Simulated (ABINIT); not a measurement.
**NbSi3 (Pm-3m): zone-centre phonons**

Which modes does NbSi3 (Pm-3m) have at the zone centre?

Main program and level: ABINIT 10.8.3; DFT LDA, scalar-relativistic, plane waves, JTH PAW pseudopotentials.

The structure was built from a prototype and need not be the compound's stable phase.

### 1. The structure

It takes space group Pm-3m (No. 221, cubic). The conventional cell has a = 3.925 Å, b = 3.925 Å, c = 3.925 Å, α = 90.00°, β = 90.00°, γ = 90.00°. Nearest to Nb lie 12 Si at 2.78 Å. Si has 4 Nb at 2.78 Å and 8 Si at 2.78 Å nearest. Farther neighbours are not listed.

Structure file:

```cif
data_structure
_symmetry_space_group_name_H-M 'Pm-3m'
_symmetry_Int_Tables_number 221
_cell_length_a 3.9253
_cell_length_b 3.9253
_cell_length_c 3.9253
_cell_angle_alpha 90.000
_cell_angle_beta 90.000
_cell_angle_gamma 90.000
_cell_volume 60.48
loop_
_atom_site_label
_atom_site_type_symbol
_atom_site_symmetry_multiplicity
_atom_site_Wyckoff_symbol
_atom_site_fract_x
_atom_site_fract_y
_atom_site_fract_z
_atom_site_occupancy
Nb1 Nb 1 a 0.00000 0.00000 0.00000 1
Si1 Si 3 c 0.00000 0.50000 0.50000 1
```

### 2. A probe with smearing

A first run with smearing and empty bands tells whether the crystal has a gap, which decides between fixed occupations and smearing later on.

probe.abi reads:

```
# ground state
tolvrs 1.0d-08
prtden 1
prtwf 1

# basis, mesh and filling
ecut 18.0
pawecutdg 36.0
ngkpt 6 6 6
nshiftk 1
shiftk 0.0 0.0 0.0
istwfk *1
occopt 7
tsmear 0.005
nband 20
nstep 100
diemac 9.0
prtebands 0
prtgsr 0

# cell and atoms
acell 3*1.0 Angstrom
rprim 
    3.92527957 0.0 0.0
    0.0 3.92527957 0.0
    0.0 0.0 3.92527957
ntypat 2
znucl 41 14
natom 4
typat 1 2 2 2
xred 
    0.0 0.0 0.0
    0.0 0.5 0.5
    0.5 0.0 0.5
    0.5 0.5 0.0
pp_dirpath "./pseudo"
pseudos "Nb.xml, Si.xml"
```

The run is started by

```bash
$ OMP_NUM_THREADS=1 mpirun -n 4 abinit probe.abi > probe.log
```

Numbers of over 12 decimals in the logs are rounded to 6 here.

probe.abo, the main output file:

```text
[banners, grids, parts of the stress and lines that vanish by symmetry left out]
- input  file    -> probe.abi
- output file    -> probe.abo
- root for input  files -> probei
[...]
Symmetries : space group Pm -3 m (#221); Bravais cP (primitive cubic)
[...]
mpw =        1503          nfft =       27000          nkpt =          20
[...]
== DATASET  1 ==================================================================
[...]
cutoff_energies: {ecut:  18.0, pawecutdg:  36.0, }
[...]
ETOT  1  -69.629206163363    -6.963E+01 3.972E-01 1.270E+01
 ETOT  2  -69.790166393845    -1.610E-01 6.746E-02 1.131E+01
 ETOT  3  -69.765547779779     2.462E-02 1.053E-02 4.101E-01
 ETOT  4  -69.765471827092     7.595E-05 1.439E-03 1.643E-01
 ETOT  5  -69.765476903229    -5.076E-06 4.004E-04 1.917E-03
[...]
ETOT 11  -69.765621893266    -4.727E-08 3.898E-05 1.586E-07
 ETOT 12  -69.765621906969    -1.370E-08 2.005E-05 1.063E-09
 At SCF step   12       nres2   =  1.06E-09 < tolvrs=  1.00E-08 =>converged.
[...]
sigma(1 1)=  3.11166392E-04  sigma(3 2)=  0.00000000E+00
  sigma(2 2)=  3.11166392E-04  sigma(3 1)=  0.00000000E+00
  sigma(3 3)=  3.11166392E-04  sigma(2 1)=  0.00000000E+00
[...]
convergence: {deltae: -1.370E-08, res2:  1.063E-09, residm:  2.005E-05, diffor: null, }
etotal    :  -6.97656219E+01
[...]
sigma(1 1)=  3.11166392E-04  sigma(3 2)=  0.00000000E+00
  sigma(2 2)=  3.11166392E-04  sigma(3 1)=  0.00000000E+00
  sigma(3 3)=  3.11166392E-04  sigma(2 1)=  0.00000000E+00
[...]
- sigma(1 1)=  9.15483131E+00  sigma(3 2)=  0.00000000E+00
- sigma(2 2)=  9.15483131E+00  sigma(3 1)=  0.00000000E+00
- sigma(3 3)=  9.15483131E+00  sigma(2 1)=  0.00000000E+00
[...]
fcart     -0.0000000000E+00 -0.0000000000E+00 -0.0000000000E+00
           strten      3.1116639176E-04  3.1116639176E-04  3.1116639176E-04
================================================================================

[key lines of the parts left out:]
pressure_GPa:  -9.1548E+00
Total energy DC (eV): -1.27432606529053E+05
```

Wall time 7 s (4 MPI ranks of Arm Neoverse V2, shared host).

This step gave:

```
volume per atom   : 15.12 Å³
pressure          : -9.155 GPa
gap on the k-mesh : 0 eV
```

No gap opens on this mesh, so smearing is kept; the printed pressure holds the stress of the finite basis too.

### 3. Rough relaxation

The typed start is rough, so a first relaxation with smearing and loose thresholds takes it towards rest cheaply.

prerelax.abi reads:

```
# relaxation
ionmov 2
optcell 2
dilatmx 1.15
chkdilatmx 0
ntime 40
tolmxf 3.0d-04
tolvrs 1.0d-10
prtwf 0
prtden 0
chksymtnons 0

# basis, mesh and filling
ecut 20.0
ecutsm 3.0
pawecutdg 40.0
ngkpt 4 4 4
nshiftk 1
shiftk 0.0 0.0 0.0
istwfk *1
occopt 7
tsmear 0.005
nband 20
nstep 100
diemac 1000000.0
prtebands 0
prtgsr 0

# cell and atoms
acell 3*1.0 Angstrom
rprim 
    3.92527957 0.0 0.0
    0.0 3.92527957 0.0
    0.0 0.0 3.92527957
ntypat 2
znucl 41 14
natom 4
typat 1 2 2 2
xred 
    0.0 0.0 0.0
    0.0 0.5 0.5
    0.5 0.0 0.5
    0.5 0.5 0.0
pp_dirpath "./pseudo"
pseudos "Nb.xml, Si.xml"
```

The run is started by

```bash
$ OMP_NUM_THREADS=1 mpirun -n 4 abinit prerelax.abi > prerelax.log
```

prerelax.abo, the main output file:

```text
[banners, grids, parts of the stress and lines that vanish by symmetry left out]
- input  file    -> prerelax.abi
- output file    -> prerelax.abo
- root for input  files -> prerelaxi
[...]
Symmetries : space group Pm -3 m (#221); Bravais cP (primitive cubic)
[...]
mpw =        2680          nfft =       46656          nkpt =          10
[...]
== DATASET  1 ==================================================================
[...]
cutoff_energies: {ecut:  20.0, pawecutdg:  40.0, }
[...]
ETOT  1  -69.631363593229    -6.963E+01 2.741E-01 1.716E+01
 ETOT  2  -69.779830066353    -1.485E-01 5.855E-02 1.084E+01
 ETOT  3  -69.765208259429     1.462E-02 9.966E-03 4.337E-01
 ETOT  4  -69.765787477596    -5.792E-04 2.313E-03 1.706E-01
 ETOT  5  -69.765788412534    -9.349E-07 8.431E-04 5.205E-03
[...]
At SCF step   18       nres2   =  6.90E-11 < tolvrs=  1.00E-10 =>converged.
[...]
ETOT 11  -69.770606900952    -1.933E-12 1.132E-12 7.976E-12
 At SCF step   11       nres2   =  7.98E-12 < tolvrs=  1.00E-10 =>converged.
[...]
sigma(1 1)=  1.16211918E-06  sigma(3 2)=  0.00000000E+00
  sigma(2 2)=  1.16211918E-06  sigma(3 1)=  0.00000000E+00
  sigma(3 3)=  1.16211918E-06  sigma(2 1)=  0.00000000E+00
[...]
convergence: {deltae: -1.933E-12, res2:  7.976E-12, residm:  1.132E-12, diffor: null, }
etotal    :  -6.97706069E+01
[...]
At Broyd/MD step   4, gradients are converged :
[...]
sigma(1 1)=  1.16211918E-06  sigma(3 2)=  0.00000000E+00
  sigma(2 2)=  1.16211918E-06  sigma(3 1)=  0.00000000E+00
  sigma(3 3)=  1.16211918E-06  sigma(2 1)=  0.00000000E+00
[...]
- sigma(1 1)=  3.41907266E-02  sigma(3 2)=  0.00000000E+00
- sigma(2 2)=  3.41907266E-02  sigma(3 1)=  0.00000000E+00
- sigma(3 3)=  3.41907266E-02  sigma(2 1)=  0.00000000E+00
[...]
fcart     -0.0000000000E+00 -0.0000000000E+00 -0.0000000000E+00
           strten      1.1621191762E-06  1.1621191762E-06  1.1621191762E-06
================================================================================

[key lines of the parts left out:]
pressure_GPa:  -3.4191E-02
Total energy DC (eV): -1.27432742177650E+05
```

Wall time 26 s (4 MPI ranks); 1.7 min of CPU time.

Relaxation path:

```csv
step,energy less that of the first step (eV),largest force (eV/Å),volume (Å³)
1,0.0000,0.0000,60.48
2,-0.0838,0.0000,58.74
3,-0.1288,0.0000,56.14
4,-0.1292,0.0000,56.38
```

```csv
"conventional cell, symmetrised",before,after,change
a (Å),3.925,3.834,-2.3 %
b (Å),3.925,3.834,-2.3 %
c (Å),3.925,3.834,-2.3 %
volume (Å³/atom),15.12,14.09,-6.8 %
```

The relaxed structure:

```xyz
4
Lattice="3.8345 0.0000 0.0000 0.0000 3.8345 0.0000 0.0000 0.0000 3.8345" Properties=species:S:1:pos:R:3 pbc="T T T"
Nb    0.0000    0.0000    0.0000
Si    0.0000    1.9172    1.9172
Si    1.9172    0.0000    1.9172
Si    1.9172    1.9172    0.0000
```

Numbers from this step:

```
volume per atom : 14.09 Å³
pressure        : -0.03419 GPa
```

The volume changes by -6.8 % in this run and stands -6.8 % from the first cell.

### 4. Relaxation

The harmonic expansion needs vanishing forces, and a free crystal bears no stress, so cell and atoms are brought to rest. Stress is more sensitive to the basis than forces are: the last 3 Ha under the cutoff are smoothed with ecutsm, and the cutoff is raised above that of the later runs.

relax.abi reads:

```
# relaxation
ionmov 2
optcell 2
dilatmx 1.08
ntime 40
tolmxf 1.0d-05
tolvrs 1.0d-14
prtwf 0
prtden 0
chksymtnons 0

# basis, mesh and filling
ecut 24.0
ecutsm 3.0
pawecutdg 48.0
ngkpt 8 8 8
nshiftk 1
shiftk 0.0 0.0 0.0
istwfk *1
occopt 3
tsmear 0.01
nband 20
nstep 100
diemac 1000000.0
prtebands 0
prtgsr 0

# cell and atoms
acell 3*1.0 Angstrom
rprim 
    3.83445455 0.0 0.0
    0.0 3.83445455 0.0
    0.0 0.0 3.83445455
ntypat 2
znucl 41 14
natom 4
typat 1 2 2 2
xred 
    0.0 0.0 0.0
    0.0 0.5 0.5
    0.5 0.0 0.5
    0.5 0.5 0.0
pp_dirpath "./pseudo"
pseudos "Nb.xml, Si.xml"
```

The run is started by

```bash
$ OMP_NUM_THREADS=1 mpirun -n 4 abinit relax.abi > relax.log
```

relax.abo, the main output file:

```text
[banners, grids, parts of the stress and lines that vanish by symmetry left out]
- input  file    -> relax.abi
- output file    -> relax.abo
- root for input  files -> relaxi
[...]
Symmetries : space group Pm -3 m (#221); Bravais cP (primitive cubic)
[...]
mpw =        2730          nfft =       46656          nkpt =          35
[...]
== DATASET  1 ==================================================================
[...]
cutoff_energies: {ecut:  24.0, pawecutdg:  48.0, }
[...]
ETOT  1  -69.650520125587    -6.965E+01 2.894E-01 1.639E+01
 ETOT  2  -69.791921741376    -1.414E-01 5.045E-02 8.273E+00
 ETOT  3  -69.782283238607     9.639E-03 1.058E-02 4.338E-01
 ETOT  4  -69.782720767953    -4.375E-04 3.820E-03 1.828E-01
 ETOT  5  -69.782626810273     9.396E-05 2.109E-03 8.861E-04
[...]
At SCF step   35       nres2   =  1.64E-15 < tolvrs=  1.00E-14 =>converged.
[...]
sigma(1 1)= -2.44379781E-05  sigma(3 2)=  0.00000000E+00
  sigma(2 2)= -2.44379781E-05  sigma(3 1)=  0.00000000E+00
  sigma(3 3)= -2.44379781E-05  sigma(2 1)=  0.00000000E+00
[...]
convergence: {deltae: -2.700E-12, res2:  1.643E-15, residm:  1.122E-05, diffor: null, }
etotal    :  -6.97827286E+01
[...]
ETOT  1  -69.782920674739    -6.978E+01 6.675E-06 6.588E-02
[...]
At SCF step   15       nres2   =  4.65E-15 < tolvrs=  1.00E-14 =>converged.
[...]
sigma(1 1)= -1.35782467E-05  sigma(3 2)=  0.00000000E+00
  sigma(2 2)= -1.35782467E-05  sigma(3 1)=  0.00000000E+00
  sigma(3 3)= -1.35782467E-05  sigma(2 1)=  0.00000000E+00
[...]
convergence: {deltae:  2.842E-14, res2:  4.646E-15, residm:  1.092E-06, diffor: null, }
etotal    :  -6.97827445E+01
[...]
ETOT  1  -69.783030176328    -6.978E+01 4.515E-06 1.036E-01
[...]
ETOT 15  -69.782751668092     1.975E-12 7.175E-07 1.024E-14
 ETOT 16  -69.782751668093    -1.279E-12 2.893E-06 1.611E-15
 At SCF step   16       nres2   =  1.61E-15 < tolvrs=  1.00E-14 =>converged.
[...]
sigma(1 1)= -9.10834552E-08  sigma(3 2)=  0.00000000E+00
  sigma(2 2)= -9.10834552E-08  sigma(3 1)=  0.00000000E+00
  sigma(3 3)= -9.10834552E-08  sigma(2 1)=  0.00000000E+00
[...]
convergence: {deltae: -1.279E-12, res2:  1.611E-15, residm:  2.893E-06, diffor: null, }
etotal    :  -6.97827517E+01
[...]
At Broyd/MD step   3, gradients are converged :
[...]
sigma(1 1)= -9.10834552E-08  sigma(3 2)=  0.00000000E+00
  sigma(2 2)= -9.10834552E-08  sigma(3 1)=  0.00000000E+00
  sigma(3 3)= -9.10834552E-08  sigma(2 1)=  0.00000000E+00
[...]
- sigma(1 1)= -2.67976777E-03  sigma(3 2)=  0.00000000E+00
- sigma(2 2)= -2.67976777E-03  sigma(3 1)=  0.00000000E+00
- sigma(3 3)= -2.67976777E-03  sigma(2 1)=  0.00000000E+00
[...]
fcart     -0.0000000000E+00 -0.0000000000E+00 -0.0000000000E+00
           strten     -9.1083455219E-08 -9.1083455222E-08 -9.1083455226E-08
================================================================================

[key lines of the parts left out:]
pressure_GPa:   2.6798E-03
Total energy DC (eV): -1.27433072653599E+05
```

It took 79 s on 4 MPI ranks; 5.3 min of CPU time.

Relaxation path:

```csv
step,energy less that of the first step (eV),largest force (eV/Å),volume (Å³)
1,0.0000,0.0000,56.38
2,-0.0004,0.0000,56.50
3,-0.0006,0.0000,56.66
```

```csv
"conventional cell, symmetrised",before,after,change
a (Å),3.834,3.841,+0.2 %
b (Å),3.834,3.841,+0.2 %
c (Å),3.834,3.841,+0.2 %
volume (Å³/atom),14.09,14.16,+0.5 %
```

The relaxed structure:

```cif
data_structure
_symmetry_space_group_name_H-M 'P 1'
_symmetry_Int_Tables_number 1
_cell_length_a 3.8408
_cell_length_b 3.8408
_cell_length_c 3.8408
_cell_angle_alpha 90.000
_cell_angle_beta 90.000
_cell_angle_gamma 90.000
_cell_volume 56.66
loop_
_atom_site_label
_atom_site_type_symbol
_atom_site_fract_x
_atom_site_fract_y
_atom_site_fract_z
_atom_site_occupancy
Nb1 Nb 0.00000 0.00000 0.00000 1
Si2 Si 0.00000 0.50000 0.50000 1
Si3 Si 0.50000 0.00000 0.50000 1
Si4 Si 0.50000 0.50000 0.00000 1
```

Read from the output:

```yaml
volume_per_atom: 14.16 Å³
pressure: 0.002680 GPa
```

The volume changes by +0.5 % in this run and stands -6.3 % from the first cell.

### 5. Ground state

The response is built on these wavefunctions, so the potential is converged far more tightly than an energy would need. Smearing stays on, as the first look found no gap above 0.3 eV.

gs.abi reads:

```
# ground state
tolvrs 1.0d-16
prtden 1
prtwf 1

# basis, mesh and filling
ecut 18.0
pawecutdg 36.0
ngkpt 8 8 8
nshiftk 1
shiftk 0.0 0.0 0.0
istwfk *1
occopt 3
tsmear 0.01
nband 20
nstep 100
diemac 1000000.0
prtebands 0
prtgsr 0

# cell and atoms
acell 3*1.0 Angstrom
rprim 
    3.840798114 0.0 0.0
    0.0 3.840798114 0.0
    0.0 0.0 3.840798114
ntypat 2
znucl 41 14
natom 4
typat 1 2 2 2
xred 
    0.0 0.0 0.0
    0.0 0.5 0.5
    0.5 0.0 0.5
    0.5 0.5 0.0
pp_dirpath "./pseudo"
pseudos "Nb.xml, Si.xml"
```

The run is started by

```bash
$ OMP_NUM_THREADS=1 mpirun -n 4 abinit gs.abi > gs.log
```

gs.abo, the main output file:

```text
[banners, grids, parts of the stress and lines that vanish by symmetry left out]
- input  file    -> gs.abi
- output file    -> gs.abo
- root for input  files -> gsi
[...]
Symmetries : space group Pm -3 m (#221); Bravais cP (primitive cubic)
[...]
mpw =        1410          nfft =       27000          nkpt =          35
[...]
== DATASET  1 ==================================================================
[...]
cutoff_energies: {ecut:  18.0, pawecutdg:  36.0, }
[...]
ETOT  1  -69.608088778436    -6.961E+01 3.899E-01 8.728E+00
 ETOT  2  -69.790744805178    -1.827E-01 4.418E-02 4.374E+00
 ETOT  3  -69.781684804528     9.060E-03 1.721E-02 2.325E-01
 ETOT  4  -69.782241871772    -5.571E-04 5.033E-03 1.091E-01
 ETOT  5  -69.782112478509     1.294E-04 2.418E-03 7.244E-04
[...]
ETOT 37  -69.782217992184    -1.137E-13 4.172E-07 1.154E-16
 ETOT 38  -69.782217992184    -4.405E-13 3.396E-07 1.423E-17
 At SCF step   38       nres2   =  1.42E-17 < tolvrs=  1.00E-16 =>converged.
[...]
sigma(1 1)=  1.40880725E-06  sigma(3 2)=  0.00000000E+00
  sigma(2 2)=  1.40880725E-06  sigma(3 1)=  0.00000000E+00
  sigma(3 3)=  1.40880725E-06  sigma(2 1)=  0.00000000E+00
[...]
convergence: {deltae: -4.405E-13, res2:  1.423E-17, residm:  3.396E-07, diffor: null, }
etotal    :  -6.97822180E+01
[...]
sigma(1 1)=  1.40880725E-06  sigma(3 2)=  0.00000000E+00
  sigma(2 2)=  1.40880725E-06  sigma(3 1)=  0.00000000E+00
  sigma(3 3)=  1.40880725E-06  sigma(2 1)=  0.00000000E+00
[...]
- sigma(1 1)=  4.14485402E-02  sigma(3 2)=  0.00000000E+00
- sigma(2 2)=  4.14485402E-02  sigma(3 1)=  0.00000000E+00
- sigma(3 3)=  4.14485402E-02  sigma(2 1)=  0.00000000E+00
[...]
fcart     -0.0000000000E+00 -0.0000000000E+00 -0.0000000000E+00
           strten      1.4088072454E-06  1.4088072454E-06  1.4088072454E-06
================================================================================

[key lines of the parts left out:]
pressure_GPa:  -4.1449E-02
Total energy DC (eV): -1.27433058131538E+05
```

It took 27 s on 4 MPI ranks.

This step gave:

| Property | Result |
| --- | --- |
| pressure | -0.04145 GPa |

The cell stands at -0.041 GPa, close enough for phonons.

[end of part 1 of 3]

[Host names and launcher messages were left out of these logs when they were recorded.]

[Logs are printed without paths, hosts, clocks, repeated set-up lines and the standing remarks that a program may print on its own settings, such as how far it seeks lower states.]

[Hosts, paths, dates, database ids (printed as entryN), source tags and the programs' standing remarks are cut or masked in the printed files.]
